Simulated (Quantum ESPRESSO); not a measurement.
# MnAu2: which magnetic order is lowest, part 2 of 2

A self-consistent run ends on one state, which hangs on the start. Several orders of MnAu2 are started in Quantum ESPRESSO and their energies compared.

Quantum ESPRESSO 7.5; PBEsol; plane waves with GBRV 1.5 PBEsol potentials, no spin-orbit coupling.

So far, absolute magnetization (μB): step 2 (run 1, typed as ferro +) 4.29.

## Step 3: Run 2, typed as antiferro q=(1/2,1/2,1/2) +−

This order needs a doubled cell of 6 atoms. The wavevector q is in fractions of the reciprocal vectors of the crystal's primitive cell, as the cells of these inputs are built from it; moments change sign between cells as cos(2π q·R).

File pw.in:

```
&CONTROL
  calculation = 'scf'
  prefix = 'pwscf'
  outdir = './tmp'
  pseudo_dir = './pseudo'
  disk_io = 'nowf'
/
&SYSTEM
  ibrav = 0
  celldm(1) = 8
  nat = 6
  ntyp = 3
  ecutwfc = 40
  ecutrho = 280
  nbnd = 48
  occupations = 'smearing'
  smearing = 'fd'
  degauss = 0.00734986
  nspin = 2
  starting_magnetization(1) = 0.2333
  starting_magnetization(2) = -0.2333
  starting_magnetization(3) = 0
/
&ELECTRONS
  conv_thr = 1.2d-08
  electron_maxstep = 150
  mixing_beta = 0.3
/
ATOMIC_SPECIES
Mn1    54.9380 mn_pbesol_v1.5.uspp.F.UPF
Mn2    54.9380 mn_pbesol_v1.5.uspp.F.UPF
Au    196.9666 au_pbesol_v1.uspp.F.UPF
CELL_PARAMETERS alat
  -0.8003547221493    0.8003547221493    2.0681433404558
   0.0000000000000    0.0000000000000    2.0681433404558
   0.0000000000000    0.8003547221493    0.0000000000000
ATOMIC_POSITIONS crystal
Mn1     0.0000000000    0.0000000000    0.0000000000
Mn2     0.5000000000    0.0000000000    0.0000000000
Au      0.0000000000    0.6603277800    0.0000000000
Au      0.5000000000    0.6603277800    0.0000000000
Au      0.0000000000    0.3396722200    0.0000000000
Au      0.5000000000    0.3396722200    0.0000000000
K_POINTS automatic
5 10 10 0 0 0
```

Launch:

```sh
$ OMP_NUM_THREADS=1 mpirun -n 4 pw.x -nk 4 -in pw.in > pw.out
```

Output:

```text
[banner, memory and clock lines left out]
Program PWSCF v.7.5 starts

     Message from routine setup:
     using ibrav=0 with symmetry is DISCOURAGED, use correct ibrav instead

     bravais-lattice index     =            0
     lattice parameter (alat)  =       8.0000  a.u.
     unit-cell volume          =     678.2903 (a.u.)^3
     number of atoms/cell      =            6
     number of atomic types    =            3
     number of electrons       =        74.00
     number of Kohn-Sham states=           48
     kinetic-energy cutoff     =      40.0000  Ry
     charge density cutoff     =     280.0000  Ry
     scf convergence threshold =      1.2E-08
     mixing beta               =       0.3000
     number of iterations used =            8  plain     mixing
     Exchange-correlation= SLA  PW   PSX  PSC
                           (   1   4  10   8   0   0   0)

     celldm(1)=   8.000000  celldm(2)=   0.000000  celldm(3)=   0.000000
     celldm(4)=   0.000000  celldm(5)=   0.000000  celldm(6)=   0.000000

     crystal axes: (cart. coord. in units of alat)
               a(1) = (  -0.800355   0.800355   2.068143 )
               a(2) = (   0.000000   0.000000   2.068143 )
               a(3) = (   0.000000   0.800355   0.000000 )

     reciprocal axes: (cart. coord. in units 2 pi/alat)
               b(1) = ( -1.249446  0.000000  0.000000 )
               b(2) = (  1.249446 -0.000000  0.483525 )
               b(3) = (  1.249446  1.249446 -0.000000 )

     PseudoPot. # 1 for Mn read from file:
     mn_pbesol_v1.5.uspp.F.UPF
     Pseudo is Ultrasoft + core correction, Zval = 15.0

     PseudoPot. # 2 for Mn read from file:
     mn_pbesol_v1.5.uspp.F.UPF
     Pseudo is Ultrasoft + core correction, Zval = 15.0

     PseudoPot. # 3 for Au read from file:
     au_pbesol_v1.uspp.F.UPF
     Pseudo is Ultrasoft + core correction, Zval = 11.0

     atomic species   valence    mass     pseudopotential
     Mn1              15.00    54.93800     Mn( 1.00)
     Mn2              15.00    54.93800     Mn( 1.00)
     Au               11.00   196.96660     Au( 1.00)

     Starting magnetic structure
     atomic species   magnetization
     Mn1             0.233
     Mn2            -0.233
     Au              0.000

     16 Sym. Ops., with inversion, found

   Cartesian axes

     site n.     atom                  positions (alat units)
         1        Mn1    tau(   1) = (   0.0000000   0.0000000   0.0000000  )
         2        Mn2    tau(   2) = (  -0.4001774   0.4001774   1.0340717  )
         3        Au     tau(   3) = (   0.0000000   0.0000000   1.3656525  )
         4        Au     tau(   4) = (  -0.4001774   0.4001774   2.3997242  )
         5        Au     tau(   5) = (   0.0000000   0.0000000   0.7024908  )
         6        Au     tau(   6) = (  -0.4001774   0.4001774   1.7365625  )

     number of k points=    63  Fermi-Dirac smearing, width (Ry)=  0.0073
                       cart. coord. in units 2pi/alat
        k(    1) = (   0.0000000   0.0000000   0.0000000), wk =   0.0020000
        k(    2) = (   0.1249446   0.1249446   0.0000000), wk =   0.0080000
        k(    3) = (   0.2498892   0.2498892   0.0000000), wk =   0.0080000
        k(    4) = (   0.3748338   0.3748338   0.0000000), wk =   0.0080000
        k(    5) = (   0.4997784   0.4997784   0.0000000), wk =   0.0080000
        [... 58 further k-points ...]

     Dense  grid:    53677 G-vectors     FFT dimensions: ( 108,  90,  36)

     Smooth grid:    23103 G-vectors     FFT dimensions: (  75,  72,  25)

     Check: negative core charge=   -0.000016
     Generating pointlists ...
     new r_m :   0.2706 (alat units)  2.1645 (a.u.) for type    1
     new r_m :   0.2706 (alat units)  2.1645 (a.u.) for type    2
     new r_m :   0.2706 (alat units)  2.1645 (a.u.) for type    3

     Initial potential from superposition of free atoms

     starting charge      72.9994, renormalised to      74.0000
     Starting wfcs are   62 randomized atomic wfcs

     Self-consistent Calculation

     iteration #  1     ecut=    40.00 Ry     beta= 0.30
     Davidson diagonalization with overlap
     ethr =  1.00E-02,  avg # of iterations =  2.2

     total energy              =    -880.76464890 Ry
     estimated scf accuracy    <       1.80814567 Ry

     total magnetization       =    -0.00 Bohr mag/cell
     absolute magnetization    =     7.59 Bohr mag/cell

     iteration #  2     ecut=    40.00 Ry     beta= 0.30
     Davidson diagonalization with overlap
     ethr =  2.44E-03,  avg # of iterations =  2.0

     total energy              =    -880.99316177 Ry
     estimated scf accuracy    <       0.90780752 Ry

     total magnetization       =     0.00 Bohr mag/cell
     absolute magnetization    =     7.99 Bohr mag/cell

     [... further iterations left out ...]

     iteration # 13     ecut=    40.00 Ry     beta= 0.30
     Davidson diagonalization with overlap
     ethr =  8.51E-11,  avg # of iterations =  2.4

     negative rho (up, down):  1.175E-04 1.175E-04

     total energy              =    -881.17357450 Ry
     estimated scf accuracy    <       0.00000004 Ry

     total magnetization       =    -0.00 Bohr mag/cell
     absolute magnetization    =     8.73 Bohr mag/cell

     iteration # 14     ecut=    40.00 Ry     beta= 0.30
     Davidson diagonalization with overlap
     ethr =  5.15E-11,  avg # of iterations =  1.2

     negative rho (up, down):  1.175E-04 1.175E-04

     Magnetic moment per site  (integrated on atomic sphere of radius R)
     atom   1 (R=0.271)  charge= 13.5749  magn=  3.9641
     atom   2 (R=0.271)  charge= 13.5748  magn= -3.9641
     atom   3 (R=0.271)  charge=  9.0959  magn= -0.0538
     atom   4 (R=0.271)  charge=  9.0959  magn=  0.0538
     atom   5 (R=0.271)  charge=  9.0959  magn= -0.0538
     atom   6 (R=0.271)  charge=  9.0959  magn=  0.0538

     End of self-consistent calculation

     Number of k-points >= 100: set verbosity='high' to print the bands.

     the Fermi energy is    14.8528 ev

!    total energy              =    -881.17357450 Ry
     estimated scf accuracy    <          8.2E-09 Ry
     smearing contrib. (-TS)   =      -0.00653235 Ry
     internal energy E=F+TS    =    -881.16704215 Ry

     The total energy is F=E-TS. E is the sum of the following terms:
     one-electron contribution =    -193.91905497 Ry
     hartree contribution      =     163.37843769 Ry
     xc contribution           =    -300.57093811 Ry
     ewald contribution        =    -550.05548676 Ry

     total magnetization       =    -0.00 Bohr mag/cell
     absolute magnetization    =     8.73 Bohr mag/cell

     convergence has been achieved in  14 iterations
```

Wall time 3.2 min (4 MPI ranks of Arm Neoverse V2, shared host); peak memory 0.94 GiB; 13 min of CPU time.

Spin moment in the atom's sphere by atom:

| atom | spin moment in the atom's sphere (μB) |
| --- | --- |
| Mn1 | 3.96 |
| Mn2 | -3.96 |
| Au3 | -0.05 |
| Au4 | 0.05 |
| Au5 | -0.05 |
| Au6 | 0.05 |

Read from the output:

| Property | Result |
| --- | --- |
| smearing term TS | 0.08888 eV |
| magnetization | 0 μB |
| absolute magnetization | 8.728 μB |
| final state | antiferromagnetic |

Spin density in the ab plane at fractional z = 0.000, with atoms of Mn and Au within 0.2 Å of it.

Ten even steps from '_' (-5.6 e/Å³) to '@' (5.6 e/Å³), each cell a mean:
```
@@@@**++++++++++++++======--____--==============++++++**
**%%##++++++++++++++++======--..::================++++++
++++****++++++==++++++++========----======++========++++
++++++++++++++++==++++++++==================++========++
++++++++++++++++====++++++++================++++========
==++++++++++++++++==++++++++++================++========
======++++++++++++====++++++++++++============++++======
========++++++++++======++++++++++++==========++++++====
============++============++++++++++++++==++++++++++++==
============================++++++++++++++++++++++++++++
++============++==============++++++++++++==++++++++++++
++++==========++++++++++========++++++++++==========++++
++++++++========++++++++++==========++++++++==========++
++++++++++++++++++++++++++++============================
==++++++++++++++++++++++++++++==========================
======++++++========++++++++++++++======++++++++========
======++++============++++++++++++====++++++++++++======
========++++==============++++++++++====++++++++++++++==
==========++================++++++++++==++++++++++++++++
++========++++================++++++++====++++++++++++++
++++========++========--========++++++++==++++++++**++++
++++++================--::--======++++++++++++++++**##**
**++++++================..__--======++++++++++++++++%%@@
@@**++++++======++======--____--======++++++==++++++**@@
```
Columns run along a (10.0 Å), rows up along b (8.8 Å). Atoms in or near the plane, at fractional coordinates: Mn at (0.00, 0.00), Mn at (0.50, 0.00), Au at (0.00, 0.66), Au at (0.50, 0.66), Au at (0.00, 0.34), Au at (0.50, 0.34).

Valence density in the ab plane at fractional z = 0.000, with atoms of Mn and Au within 0.2 Å of it. It is the smooth field of the valence electrons, not physical close to the nuclei.

Ten steps, logarithmic in the rise over the least value, from '_' (0 e/Å³) to '@' (17 e/Å³), each cell a mean:
```
@@@@##--______....______--%%@@@@##--______....______--%%
##@@@@**::____..::....____--##@@@@**::____..::....____--
::**%%##==..__..::--::..____::**%%##==..__..::--::..____
__::==++==::__..::======::____::==++==::__..::======::__
..__..::--::..__::==++++==--..__..::--::..__::==++++==--
--..____......__..--++****++--..____......__..--++****++
++--..____________..--++****++--..____________..--++****
**++--..____________..==**##**++--..____________..==**##
##**++--..____....____::==**##**++--..____....____::==**
******++::..__..::::....::==******++::..__..::::....::==
==++**++==::....------::..::==++**++==::....------::..::
..--++++==--....::==++==--....--++++==--....::==++==--..
::..::====--::....--++++++==::..::====--::....--++++++==
==::..::::--::..__::==****++==::..::::--::..__::==****++
**==::..........__..--++******==::..........__..--++****
##**==::____....____..--++**##**==::____....____..--++**
****++==..____________..--++****++==..____________..--++
++****++--..____..______..--++****++--..____..______..--
--++++++==::..__..::..____..--++++++==::..__..::..____..
__::==++==--..__..--==--..____::==++==--..__..--==--..__
____::------::....--++##++::____::------::....--++##++::
--____..::::::..__..++%%@@##--____..::::::..__..++%%@@##
%%--______......____::**@@@@%%--______......____::**@@@@
@@%%--________________--##@@@@%%--________________--##@@
```
Columns run along a (10.0 Å), rows up along b (8.8 Å). Atoms in or near the plane, at fractional coordinates: Mn at (0.00, 0.00), Mn at (0.50, 0.00), Au at (0.00, 0.66), Au at (0.50, 0.66), Au at (0.00, 0.34), Au at (0.50, 0.34).

## Step 4: Start 3: antiferro q=(0,1/2,0) +−

The cell is doubled to 6 atoms to hold this order.

File pw.in:

```
&CONTROL
  calculation = 'scf'
  prefix = 'pwscf'
  outdir = './tmp'
  pseudo_dir = './pseudo'
  disk_io = 'nowf'
/
&SYSTEM
  ibrav = 0
  celldm(1) = 8
  nat = 6
  ntyp = 3
  ecutwfc = 40
  ecutrho = 280
  nbnd = 48
  occupations = 'smearing'
  smearing = 'fd'
  degauss = 0.00734986
  nspin = 2
  starting_magnetization(1) = 0.2333
  starting_magnetization(2) = -0.2333
  starting_magnetization(3) = 0
/
&ELECTRONS
  conv_thr = 1.2d-08
  electron_maxstep = 150
  mixing_beta = 0.3
/
ATOMIC_SPECIES
Mn1    54.9380 mn_pbesol_v1.5.uspp.F.UPF
Mn2    54.9380 mn_pbesol_v1.5.uspp.F.UPF
Au    196.9666 au_pbesol_v1.uspp.F.UPF
CELL_PARAMETERS alat
  -0.4001773610746    0.4001773610746    1.0340716702279
   0.8003547221493   -0.8003547221493    2.0681433404558
   0.4001773610746    0.4001773610746   -1.0340716702279
ATOMIC_POSITIONS crystal
Mn1     0.0000000000    0.0000000000    0.0000000000
Mn2     0.0000000000    0.5000000000    0.0000000000
Au      0.6603277800    0.3301638900    0.0000000000
Au      0.6603277800    0.8301638900    0.0000000000
Au      0.3396722200    0.1698361100    0.0000000000
Au      0.3396722200    0.6698361100    0.0000000000
K_POINTS automatic
10 5 10 0 0 0
```

Output:

```text
     [... lines left out ...]
Program PWSCF v.7.5 starts
     [... lines left out ...]
     number of atoms/cell      =            6
     [... lines left out ...]
     number of electrons       =        74.00
     number of Kohn-Sham states=           48
     kinetic-energy cutoff     =      40.0000  Ry
     charge density cutoff     =     280.0000  Ry
     scf convergence threshold =      1.2E-08
     [... lines left out ...]
      4 Sym. Ops., with inversion, found
     [... lines left out ...]
     number of k points=   141  Fermi-Dirac smearing, width (Ry)=  0.0073
     [... lines left out ...]
     iteration # 13     ecut=    40.00 Ry     beta= 0.30
     [... lines left out ...]
     Magnetic moment per site  (integrated on atomic sphere of radius R)
     atom   1 (R=0.271)  charge= 13.5759  magn=  3.9333
     atom   2 (R=0.271)  charge= 13.5759  magn= -3.9333
     atom   3 (R=0.271)  charge=  9.0952  magn= -0.0169
     atom   4 (R=0.271)  charge=  9.0952  magn=  0.0169
     atom   5 (R=0.271)  charge=  9.0952  magn=  0.0169
     atom   6 (R=0.271)  charge=  9.0952  magn= -0.0169
     [... lines left out ...]
     the Fermi energy is    14.8509 ev
!    total energy              =    -881.16679844 Ry
     estimated scf accuracy    <       0.00000001 Ry
     smearing contrib. (-TS)   =      -0.00797891 Ry
     [... lines left out ...]
     total magnetization       =     0.00 Bohr mag/cell
     absolute magnetization    =     8.53 Bohr mag/cell
     convergence has been achieved in  13 iterations
```

Run time: 5.7 min. Hardware: 4 MPI ranks; peak memory 1.3 GiB; 23 min of CPU time.

Spin moment in the atom's sphere by atom:

| atom | spin moment in the atom's sphere (μB) |
| --- | --- |
| Mn1 | 3.93 |
| Mn2 | -3.93 |
| Au3 | -0.02 |
| Au4 | 0.02 |
| Au5 | 0.02 |
| Au6 | -0.02 |

This step gave:

```yaml
smearing_term_ts: 0.1086 eV
magnetization: 0 μB
absolute_magnetization: 8.534 μB
final_state: antiferromagnetic
```

## Step 5: Run 4 (no spin polarisation)

File pw.in:

```
&CONTROL
  calculation = 'scf'
  prefix = 'pwscf'
  outdir = './tmp'
  pseudo_dir = './pseudo'
  disk_io = 'nowf'
/
&SYSTEM
  ibrav = 0
  celldm(1) = 8
  nat = 3
  ntyp = 2
  ecutwfc = 40
  ecutrho = 280
  nbnd = 26
  occupations = 'smearing'
  smearing = 'fd'
  degauss = 0.00734986
/
&ELECTRONS
  conv_thr = 6d-09
  electron_maxstep = 150
  mixing_beta = 0.3
/
ATOMIC_SPECIES
Mn     54.9380 mn_pbesol_v1.5.uspp.F.UPF
Au    196.9666 au_pbesol_v1.uspp.F.UPF
CELL_PARAMETERS alat
  -0.4001773610746    0.4001773610746    1.0340716702279
   0.4001773610746   -0.4001773610746    1.0340716702279
   0.4001773610746    0.4001773610746   -1.0340716702279
ATOMIC_POSITIONS crystal
Mn      0.0000000000    0.0000000000    0.0000000000
Au      0.6603277800    0.6603277800    0.0000000000
Au      0.3396722200    0.3396722200    0.0000000000
K_POINTS automatic
10 10 10 0 0 0
```

Output:

```text
     [... lines left out ...]
Program PWSCF v.7.5 starts
     [... lines left out ...]
     number of atoms/cell      =            3
     [... lines left out ...]
     number of electrons       =        37.00
     number of Kohn-Sham states=           26
     kinetic-energy cutoff     =      40.0000  Ry
     charge density cutoff     =     280.0000  Ry
     scf convergence threshold =      6.0E-09
     [... lines left out ...]
     16 Sym. Ops., with inversion, found
     [... lines left out ...]
     number of k points=   102  Fermi-Dirac smearing, width (Ry)=  0.0073
     [... lines left out ...]
     iteration # 13     ecut=    40.00 Ry     beta= 0.30
     [... lines left out ...]
     the Fermi energy is    14.4169 ev
!    total energy              =    -440.45342962 Ry
     estimated scf accuracy    <          2.4E-09 Ry
     smearing contrib. (-TS)   =      -0.01996576 Ry
     [... lines left out ...]
     convergence has been achieved in  13 iterations
```

Wall time 31 s (4 MPI ranks); peak memory 0.4 GiB.

Numbers from this step:

```
smearing term TS : 0.2716 eV
final state      : non-magnetic (no spin polarisation)
```

## Step 6: Ranking

An order is kept where moments of 0.15 μB or more survive with the typed signs; meshes match where a doubled cell samples the same k points as the first cell.

Orders:

| start | final state | typed order kept | energy over the lowest (meV a seeded atom) | largest site moment (μB) | net moment (μB a cell of the first run) | mesh matched | CPU time (s) |
| --- | --- | --- | --- | --- | --- | --- | --- |
| ferro + | ferromagnetic | yes | 0 | 3.889 | 4.03 | yes | 247.6 |
| antiferro q=(1/2,1/2,1/2) +- | antiferromagnetic | yes | 80.96 | 3.964 | 0 | yes | 772.5 |
| antiferro q=(0,1/2,0) +- | antiferromagnetic | yes | 127.1 | 3.933 | 0 | yes | 1355 |
| no spin polarisation | non-magnetic | - | 1895 | 0 | 0 | yes | 124.5 |

## Step 7: Results

```json
{
  "lowest state found": "ferromagnetic (from ferro +)",
  "largest site moment": "3.89 μB",
  "next state with moments": "antiferromagnetic, 81.0 meV a seeded atom higher",
  "state without moments": "1895 meV a seeded atom higher"
}
```

In words: Forming the moments gains more than four times the spread of the orders, as local moments do. This is the lowest of 4 collinear or spinless starts, no proof of the ground state. Energies are free energies at an electronic temperature of 1160 K, which lowers moments and differences where the moments are itinerant.

[Logs and program files are shortened in this print: banners, set-up blocks, solver, clock and traceback lines can be left out without a mark of their own.]

[Logs are printed without paths, hosts, clocks, repeated set-up lines and the standing remarks that a program may print on its own settings, such as how far it seeks lower states.]

[Hosts, paths, dates, database ids (printed as entryN), source tags and the programs' standing remarks are cut or masked in the printed files.]

[Where a cell is said to come from a database of computed structures, the database is the Materials Project.]
